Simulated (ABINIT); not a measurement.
**BAs (F-43m): how ε∞ follows the gap**

The empty bands of BAs (F-43m) are shifted up rigidly by Δ, and ε∞ is computed for each shift.

Cell: a, b, c = 3.378, 3.378, 3.378 Å (primitive vectors), 2 atoms.

Method: ABINIT 10.8.3, LDA, independent particles, k-mesh 12×12×12, Lorentzian half width 0.04 eV.

Launch of the response step: `optic optic.abi`. The series took 42 s in all, its band step included, on 4 threads of Intel(R) Xeon(R) Processor @ 2.70GHz, on a shared host.

| Δ (eV) | ε∞ |
| --- | --- |
| 0.00 | ? |
| 0.40 | 9.523 |
| 0.80 | 8.991 |
| 1.20 | 8.525 |
| 1.60 | 8.112 |
| 2.00 | 7.744 |

With one effective transition at E₀ and fixed dipole strength, ε∞ − 1 = A/(E₀ + Δ), so 1/(ε∞ − 1) is linear in Δ.

Working, on the rows shown:

| x = Δ (eV) | y = 1/(ε∞ − 1) |
| --- | --- |
| 0.4 | 0.11733 |
| 0.8 | 0.125141 |
| 1.2 | 0.13289 |
| 1.6 | 0.140607 |
| 2 | 0.14828 |

Means: x̄ = 1.2, ȳ = 0.13285. Σ(x − x̄)(y − ȳ) = 0.03095, Σ(x − x̄)² = 1.6. Slope = 0.03095 / 1.6 = 0.01934; intercept = ȳ − slope · x̄ = 0.10964. Turned back into ε∞, the line misses the rows shown by at most 0.0034.

Q: Fill in the last column of the withheld row.

A: At x = 0 the line gives y = 0.10964, that is 10.121. The run gave 10.136, so the extrapolation is off by 0.015, 0.6 % of the range in the table.

Refitted with all rows, the slope is 0.01941 and the intercept 0.10954. These give E₀ = intercept/slope = 5.6 eV, far above the least direct gap of 3.26 eV: most of the screening comes from transitions well over the edge. Over the first step ε∞ falls by 15 % per eV. Excitons are left out and so are local fields; LDA gaps are as a rule too small. The values come from a sum over the points of one k-mesh and carry its error, which grows as the direct gap shrinks. Spin-orbit coupling is left out.
